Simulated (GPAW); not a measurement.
# Sn K-edge XANES of SnSe (Fm-3m), part 3 of 3

Aim: the dependence of the Sn K near-edge features of SnSe (Fm-3m) on volume.

GPAW 26.7.0; X-ray absorption from dipole matrix elements to empty bands, plane-wave PAW LDA.

So far. Step 4 (Spectrum with FCH, Sn atom 1): The energy difference (zero at 29257 eV) isn't read as a photon energy: for so heavy an absorber the terms left out (the hole's spin, the functional's error) amount to tens of eV or more. Step 6 (Spectrum with FCH, Sn atom 1): The scaled spectrum changes by 2 % r.m.s. The highest intensity below 24 eV goes from 1.6 eV (1.52) to 1.8 eV (1.51).

**8. Spectrum with FCH, Sn atom 1**

Shorter bonds are expected to push antibonding states and scattering resonances up, and longer ones down; the cell is scaled to test that.

Changed against the first core-hole run: volume scale from 1 to 0.97.

xas.py

```python
import numpy as np
from ase import Atoms
from ase.parallel import parprint, paropen
from gpaw import GPAW, PW, FermiDirac, Mixer, MixerDif, setup_paths
from gpaw.test import gen
setup_paths.insert(0, '.')
gen('Sn', name='fch1s', xcname='LDA', corehole=(1, 0, 1), write_xml=True)
from gpaw.mpi import world
world.barrier()

atoms = Atoms('Sn4Se4',
    cell=[[0, -5.95918776, 0],
     [-5.95918776, 0, 0],
     [0, 0, -5.95918776]],
    scaled_positions=[[0, 0, 0],
     [0.5, 0, 0.5],
     [0, 0.5, 0.5],
     [0.5, 0.5, 0],
     [0.5, 0.5, 0.5],
     [0, 0.5, 0],
     [0.5, 0, 0],
     [0, 0, 0.5]],
    pbc=True)
atoms.calc = calc = GPAW(legacy_gpaw=True, mode=PW(430), xc='LDA', setups={0: 'fch1s'},
    kpts={'size': (3, 3, 3), 'gamma': True}, occupations=FermiDirac(0.02),
    charge=0, mixer=Mixer(0.1, 5, 50), maxiter=150,
    convergence={'density': 0.0001}, txt='scf.txt')
energy = atoms.get_potential_energy() + calc.get_reference_energy()
ef = calc.get_fermi_level()
out = dict(energy=energy, fermi=ef, forces=atoms.get_forces().tolist())
parprint(f'all-electron energy {energy:.4f} eV, Fermi level {ef:.4f} eV')
ev = np.array([[calc.get_eigenvalues(k, s) for k in range(len(calc.get_ibz_k_points()))] for s in range(calc.get_number_of_spins())])
out['homo'], out['lumo'], out['counts'] = ev[ev < ef].max(), ev[ev > ef].min(), sorted(set((ev < ef).sum((0, 2)).tolist()))
out['filled'] = (ev[:, 0] < ef).sum(1).tolist()

from ase.units import Ha
from gpaw.xas import dipole_matrix_elements
nb = int(calc.get_number_of_electrons() / 2) + 129
top, nb = nb, nb + 8 + nb // 12
nscf = calc.fixed_density(kpts={'size': (3, 3, 3), 'gamma': True}, nbands=nb,
    convergence={'bands': top, 'eigenstates': 1e-5}, maxiter=60, txt='nscf.txt')
cell = atoms.cell.array
ops = [cell.T @ U.T @ np.linalg.inv(cell.T) for U in nscf.wfs.kd.symmetry.op_scc]
filled = [40]  # bands filled in the ground state, by spin
E = np.arange(-6, 34, 0.1)
fwhm = np.interp(E, [4, 25], [8.49, 8.49])
Y, X, zero, highest = 0, 0, 1e9, 1e9
for spin in range(nscf.get_number_of_spins()):
    wfs = nscf.wfs
    A = dipole_matrix_elements(wfs.setups[0])
    eps = np.zeros((wfs.kd.nibzkpts, nb))
    d = np.zeros((3, A.shape[1], wfs.kd.nibzkpts, nb), complex)
    for kpt in wfs.kpt_u:
        if kpt.s == spin and 0 in kpt.P_ani:
            eps[kpt.k] = kpt.eps_n * Ha
            d[:, :, kpt.k] = (kpt.weight * wfs.nspins / 2) ** 0.5 * np.inner(A, kpt.P_ani[0])
    world.sum(eps)
    world.sum(d)
    T = np.einsum('amkn,bmkn->abkn', d, d.conj()).real
    T = sum(np.einsum('ai,ijkn,bj->abkn', R, T, R) for R in ops) / len(ops)
    empty = np.ones_like(eps, bool) & (np.arange(nb) >= filled[spin])
    zero, highest = min(zero, eps[empty].min()), min(highest, eps[:, top - 1].min())
    lines = [(eps, T, empty)] if spin == 0 else lines + [(eps, T, empty)]
for eps, T, empty in lines:
    f = np.einsum('aakn->akn', T).reshape(3, -1)
    x = eps.ravel() - zero
    w = np.interp(x, E, fwhm) / 2.35482
    g = np.exp(-0.5 * ((E[:, None] - x) / w) ** 2) / (w * (2 * np.pi) ** 0.5)
    Y = Y + (f * empty.ravel()) @ g.T
    X = X + (f * ~empty.ravel()) @ g.T
out.update(E=E.round(2).tolist(), xas=Y.tolist(), xes=X.tolist(), zero=zero, valid=highest - zero, nk=len(eps), nb=nb)
for i in range(0, len(E), 10):
    parprint(f'{E[i]:7.2f}', *(f'{v:10.3e}' for v in Y[:, i]))
import json
with paropen('out.json', 'w') as f:
    json.dump(out, f)
```

On the command line:

```bash
$ OMP_NUM_THREADS=1 mpirun -n 2 gpaw python xas.py
```

Numbers of over 12 decimals in the logs are rounded to 6 here.

Log:

```text
Input parameters:
  convergence: {density: 0.0001}
  kpts: {gamma: True,
         size: (3, 3, 3)}
  maxiter: 150
  mixer: {backend: pulay,
          beta: 0.1,
          method: separate,
          nmaxold: 5,
          weight: 50}
  mode: {ecut: 430.0,
         name: pw}
  occupations: {fixmagmom: False,
                name: fermi-dirac,
                width: 0.02}
  setups: {0: fch1s}

Initialize ...

[...]
*d    :    -0.556882
--------------------------------

Diagonalizing with gridspacing h=0.050

state   all-electron     PAW
-------------------------------
5s:      -0.761474    -0.762236
5p:      -0.450294    -0.451667
4d:      -1.556882    -1.557625
*f:                   -0.025424
-------------------------------
all-electron energy -906319.7295 eV, Fermi level 6.0893 eV
[...]
32.00  1.378e-08  1.378e-08  1.378e-08
  33.00  1.351e-08  1.351e-08  1.351e-08
[key lines of the parts left out:]
Converged after 14 iterations.
Dipole moment: (0.000000, 0.000000, 0.000000) |e|*Ang
Free energy:    -53.205429
Fermi level: 6.08926
```

Elapsed: 52 s, on 2 MPI ranks of Arm Neoverse V1, shared host; peak memory 0.32 GiB; 1.7 min of CPU time.

| E (eV) | first run | this run |
| --- | --- | --- |
| -2.0 | 1.03 | 1.01 |
| -1.0 | 1.24 | 1.23 |
| 0.0 | 1.41 | 1.40 |
| 1.0 | 1.50 | 1.50 |
| 2.0 | 1.51 | 1.51 |
| 3.0 | 1.45 | 1.45 |
| 4.0 | 1.32 | 1.33 |
| 5.0 | 1.18 | 1.19 |
| 6.0 | 1.03 | 1.05 |
| 7.0 | 0.92 | 0.93 |
| 8.0 | 0.84 | 0.85 |
| 9.0 | 0.80 | 0.81 |
| 10.0 | 0.79 | 0.79 |
| 11.0 | 0.80 | 0.80 |
| 12.0 | 0.81 | 0.81 |
| 13.0 | 0.82 | 0.82 |
| 14.0 | 0.83 | 0.83 |
| 15.0 | 0.84 | 0.83 |
| 16.0 | 0.84 | 0.83 |
| 17.0 | 0.85 | 0.84 |
| 18.0 | 0.86 | 0.85 |
| 19.0 | 0.88 | 0.86 |
| 20.0 | 0.90 | 0.88 |
| 21.0 | 0.93 | 0.91 |
| 22.0 | 0.95 | 0.94 |
| 23.0 | 0.98 | 0.97 |
| 24.0 | 0.99 | 0.99 |
| 25.0 | 0.99 | 0.99 |
| 26.0 | 0.98 | 0.99 |
| 27.0 | 0.95 | 0.97 |
| 28.0 | 0.92 | 0.93 |
| 29.0 | 0.88 | 0.90 |
| 30.0 | 0.85 | 0.86 |
| 31.0 | 0.84 | 0.83 |

The scaled spectrum changes by 1 % r.m.s. The highest intensity below 24 eV stays at 1.6 eV.

The photon energy of the zero moves by +0.00 eV.

**9. Supercell without a hole, the energy reference**

The cell changes for the next run, so it gets a reference energy of its own.

The cell differs from the one that the last finished run ended in (a 5.959 → 6.138 Å, b 5.959 → 6.138 Å, c 5.959 → 6.138 Å).

scf.py

```python
import numpy as np
from ase import Atoms
from ase.parallel import parprint, paropen
from gpaw import GPAW, PW, FermiDirac, Mixer, MixerDif, setup_paths
from gpaw.test import gen
setup_paths.insert(0, '.')
gen('Sn', name='nch1s', xcname='LDA', corehole=(1, 0, 0), write_xml=True)
from gpaw.mpi import world
world.barrier()

atoms = Atoms('Sn4Se4',
    cell=[[0, -6.13806919, 0],
     [-6.13806919, 0, 0],
     [0, 0, -6.13806919]],
    scaled_positions=[[0, 0, 0],
     [0.5, 0, 0.5],
     [0, 0.5, 0.5],
     [0.5, 0.5, 0],
     [0.5, 0.5, 0.5],
     [0, 0.5, 0],
     [0.5, 0, 0],
     [0, 0, 0.5]],
    pbc=True)
atoms.calc = calc = GPAW(legacy_gpaw=True, mode=PW(430), xc='LDA', setups={0: 'nch1s'},
    kpts={'size': (3, 3, 3), 'gamma': True}, occupations=FermiDirac(0.02),
    charge=0, mixer=Mixer(0.1, 5, 50), maxiter=150,
    convergence={'density': 0.0001}, txt='scf.txt')
energy = atoms.get_potential_energy() + calc.get_reference_energy()
ef = calc.get_fermi_level()
out = dict(energy=energy, fermi=ef, forces=atoms.get_forces().tolist())
parprint(f'all-electron energy {energy:.4f} eV, Fermi level {ef:.4f} eV')
ev = np.array([[calc.get_eigenvalues(k, s) for k in range(len(calc.get_ibz_k_points()))] for s in range(calc.get_number_of_spins())])
out['homo'], out['lumo'], out['counts'] = ev[ev < ef].max(), ev[ev > ef].min(), sorted(set((ev < ef).sum((0, 2)).tolist()))
out['filled'] = (ev[:, 0] < ef).sum(1).tolist()
import json
with paropen('out.json', 'w') as f:
    json.dump(out, f)
```

On the command line:

```bash
$ OMP_NUM_THREADS=1 mpirun -n 2 gpaw python scf.py
```

Log:

```text
Input parameters:
  convergence: {density: 0.0001}
  kpts: {gamma: True,
         size: (3, 3, 3)}
  maxiter: 150
  mixer: {backend: pulay,
          beta: 0.1,
          method: separate,
          nmaxold: 5,
          weight: 50}
  mode: {ecut: 430.0,
         name: pw}
  occupations: {fixmagmom: False,
                name: fermi-dirac,
                width: 0.02}
  setups: {0: nch1s}

Initialize ...

[...]
*s    :     0.603157
5p(2) :    -0.142200     1.024228
*p    :     0.857800
4d(10):    -0.952163     0.215312
*d    :     0.047837
--------------------------------

Diagonalizing with gridspacing h=0.050

state   all-electron     PAW
-------------------------------
5s:      -0.396843    -0.397377
5p:      -0.142200    -0.142842
4d:      -0.952163    -0.953074
*f:                    0.066259
-------------------------------
all-electron energy -935569.6674 eV, Fermi level 5.2771 eV
[key lines of the parts left out:]
Converged after 11 iterations.
Dipole moment: (-0.000000, -0.000000, -0.000000) |e|*Ang
Free energy:    -38.625623
Fermi level: 5.27709
```

Run time: 12 s. Hardware: 2 MPI ranks; peak memory 0.23 GiB; 25 s of CPU time.

Reference energy: -935569.667 eV with the cores included.

**10. Spectrum with FCH, Sn atom 1**

Shorter bonds are expected to push antibonding states and scattering resonances up, and longer ones down; the cell is scaled to test that.

Changed against the first core-hole run: volume scale from 1 to 1.06.

Changes to xas.py since step 8:

```diff
@@ -11,5 +11,5 @@
 atoms = Atoms('Sn4Se4',
-    cell=[[0, -5.95918776, 0],
-     [-5.95918776, 0, 0],
-     [0, 0, -5.95918776]],
+    cell=[[0, -6.13806919, 0],
+     [-6.13806919, 0, 0],
+     [0, 0, -6.13806919]],
     scaled_positions=[[0, 0, 0],
@@ -37,3 +37,3 @@
 from gpaw.xas import dipole_matrix_elements
-nb = int(calc.get_number_of_electrons() / 2) + 129
+nb = int(calc.get_number_of_electrons() / 2) + 140
 top, nb = nb, nb + 8 + nb // 12
```

On the command line:

```bash
$ OMP_NUM_THREADS=1 mpirun -n 2 gpaw python xas.py
```

Log:

```text
Input parameters:
  convergence: {density: 0.0001}
  kpts: {gamma: True,
         size: (3, 3, 3)}
  maxiter: 150
  mixer: {backend: pulay,
          beta: 0.1,
          method: separate,
          nmaxold: 5,
          weight: 50}
  mode: {ecut: 430.0,
         name: pw}
  occupations: {fixmagmom: False,
                name: fermi-dirac,
                width: 0.02}
  setups: {0: fch1s}

Initialize ...

[...]
*d    :    -0.556882
--------------------------------

Diagonalizing with gridspacing h=0.050

state   all-electron     PAW
-------------------------------
5s:      -0.761474    -0.762236
5p:      -0.450294    -0.451667
4d:      -1.556882    -1.557625
*f:                   -0.025424
-------------------------------
all-electron energy -906318.1192 eV, Fermi level 4.9869 eV
[...]
32.00  1.427e-08  1.427e-08  1.427e-08
  33.00  1.426e-08  1.426e-08  1.426e-08
[key lines of the parts left out:]
Converged after 15 iterations.
Dipole moment: (-0.000000, -0.000000, -0.000000) |e|*Ang
Free energy:    -51.595087
Fermi level: 4.98692
```

Wall time 59 s (2 MPI ranks); peak memory 0.33 GiB.

| E (eV) | first run | this run |
| --- | --- | --- |
| -2.0 | 1.03 | 1.05 |
| -1.0 | 1.24 | 1.27 |
| 0.0 | 1.41 | 1.43 |
| 1.0 | 1.50 | 1.51 |
| 2.0 | 1.51 | 1.51 |
| 3.0 | 1.45 | 1.43 |
| 4.0 | 1.32 | 1.30 |
| 5.0 | 1.18 | 1.15 |
| 6.0 | 1.03 | 1.01 |
| 7.0 | 0.92 | 0.90 |
| 8.0 | 0.84 | 0.83 |
| 9.0 | 0.80 | 0.79 |
| 10.0 | 0.79 | 0.79 |
| 11.0 | 0.80 | 0.80 |
| 12.0 | 0.81 | 0.81 |
| 13.0 | 0.82 | 0.83 |
| 14.0 | 0.83 | 0.84 |
| 15.0 | 0.84 | 0.85 |
| 16.0 | 0.84 | 0.86 |
| 17.0 | 0.85 | 0.87 |
| 18.0 | 0.86 | 0.88 |
| 19.0 | 0.88 | 0.91 |
| 20.0 | 0.90 | 0.93 |
| 21.0 | 0.93 | 0.96 |
| 22.0 | 0.95 | 0.98 |
| 23.0 | 0.98 | 0.99 |
| 24.0 | 0.99 | 0.99 |
| 25.0 | 0.99 | 0.98 |
| 26.0 | 0.98 | 0.95 |
| 27.0 | 0.95 | 0.92 |
| 28.0 | 0.92 | 0.89 |
| 29.0 | 0.88 | 0.86 |
| 30.0 | 0.85 | 0.85 |
| 31.0 | 0.84 | 0.84 |

The scaled spectrum changes by 2 % r.m.s. The highest intensity below 24 eV goes from 1.6 eV (1.52) to 1.4 eV (1.52).

The photon energy of the zero moves by +0.00 eV.

**11. The volumes side by side**

| volume | nearest distance (Å) | shift of the zero (eV) | maximum 1 (eV above own zero) | maximum 2 (eV above own zero) |
| --- | --- | --- | --- | --- |
| 0.94 | 2.949 | +0.00 | 1.8 | 25.6 |
| 0.97 | 2.980 | +0.00 | 1.6 | 25.0 |
| 1 | 3.010 | +0.00 | 1.6 | 24.6 |
| 1.06 | 3.069 | +0.00 | 1.4 | 23.6 |

The curves, each shifted by its zero's change so that they share one photon-energy axis, counted from the zero at V × 1:

| E (eV) | V × 0.94 | V × 0.97 | V × 1 | V × 1.06 |
| --- | --- | --- | --- | --- |
| -2.0 | 1.00 | 1.01 | 1.03 | 1.05 |
| -1.0 | 1.21 | 1.23 | 1.24 | 1.27 |
| 0.0 | 1.38 | 1.40 | 1.41 | 1.43 |
| 1.0 | 1.48 | 1.50 | 1.50 | 1.51 |
| 2.0 | 1.51 | 1.51 | 1.51 | 1.51 |
| 3.0 | 1.45 | 1.45 | 1.45 | 1.43 |
| 4.0 | 1.34 | 1.33 | 1.32 | 1.30 |
| 5.0 | 1.20 | 1.19 | 1.18 | 1.15 |
| 6.0 | 1.06 | 1.05 | 1.03 | 1.01 |
| 7.0 | 0.95 | 0.93 | 0.92 | 0.90 |
| 8.0 | 0.86 | 0.85 | 0.84 | 0.83 |
| 9.0 | 0.82 | 0.81 | 0.80 | 0.79 |
| 10.0 | 0.80 | 0.79 | 0.79 | 0.79 |
| 11.0 | 0.80 | 0.80 | 0.80 | 0.80 |
| 12.0 | 0.81 | 0.81 | 0.81 | 0.81 |
| 13.0 | 0.82 | 0.82 | 0.82 | 0.83 |
| 14.0 | 0.82 | 0.83 | 0.83 | 0.84 |
| 15.0 | 0.83 | 0.83 | 0.84 | 0.85 |
| 16.0 | 0.83 | 0.83 | 0.84 | 0.86 |
| 17.0 | 0.83 | 0.84 | 0.85 | 0.87 |
| 18.0 | 0.84 | 0.85 | 0.86 | 0.88 |
| 19.0 | 0.85 | 0.86 | 0.88 | 0.91 |
| 20.0 | 0.87 | 0.88 | 0.90 | 0.93 |
| 21.0 | 0.89 | 0.91 | 0.93 | 0.96 |
| 22.0 | 0.92 | 0.94 | 0.95 | 0.98 |
| 23.0 | 0.95 | 0.97 | 0.98 | 0.99 |
| 24.0 | 0.98 | 0.99 | 0.99 | 0.99 |
| 25.0 | 0.99 | 0.99 | 0.99 | 0.98 |
| 26.0 | 0.99 | 0.99 | 0.98 | 0.95 |
| 27.0 | 0.98 | 0.97 | 0.95 | 0.92 |
| 28.0 | 0.95 | 0.93 | 0.92 | 0.89 |
| 29.0 | 0.91 | 0.90 | 0.88 | 0.86 |
| 30.0 | 0.88 | 0.86 | 0.85 | 0.85 |
| 31.0 | 0.84 | 0.83 | 0.84 | 0.84 |

**12. Outcome**

| Item | Value |
| --- | --- |
| absorber and edge | Sn K, atom 1 of the ground-state input (counted from 1) |
| surroundings | 6 Se at 3.01 Å (octahedral, site symmetry m-3m) |
| highest intensity below 24 eV | 1.6 eV above the zero, height 1.52 |

In words: From V × 0.94 to V × 1.06 the nearest distance grows by 0.120 Å and the zero moves by +0.00 eV. Above their own zero, the maxima move from 1.8 to 1.4 eV and from 25.6 to 23.6 eV. The one highest in energy moves most, in the direction that the rule ΔE·R² ≈ constant for scattering resonances gives. The Sn K edge of atom 1, with 6 Se at 3.01 Å (octahedral, site symmetry m-3m), has its highest intensity of the first 24 eV at 1.6 eV above the zero, 1.5 times the mean level of the first 20 eV (Gaussian full width 8.49 eV). The script folds with a Gaussian, whereas the core hole's own line is a Lorentzian, so the onset is too steep and the first peak too high. The gap reads 0.73 to 1.67 eV on different meshes, so it is partly a figure of the sampling, and the zero with it. The holes are only 6.0 Å apart, so the shape is probably not converged with cell size; no larger cell was run here. The structure is a published determination, not relaxed.

[Banner, clock and machine lines of the logs are left out without a mark of their own.]

[Logs are printed without paths, hosts, clocks, repeated set-up lines and the standing remarks that a program may print on its own settings, such as how far it seeks lower states.]

[Hosts, paths, dates, database ids (printed as entryN), source tags and the programs' standing remarks are cut or masked in the printed files.]

[Lists of maxima count a maximum above −3 eV only where it reaches 4 % of the highest in the window and stands out from its surroundings by 2 % of it (1.5 % where it reaches 55 %); shoulders and weaker maxima are passed over, and of the rest the first, up to two pre-edge ones and the few strongest are named.]
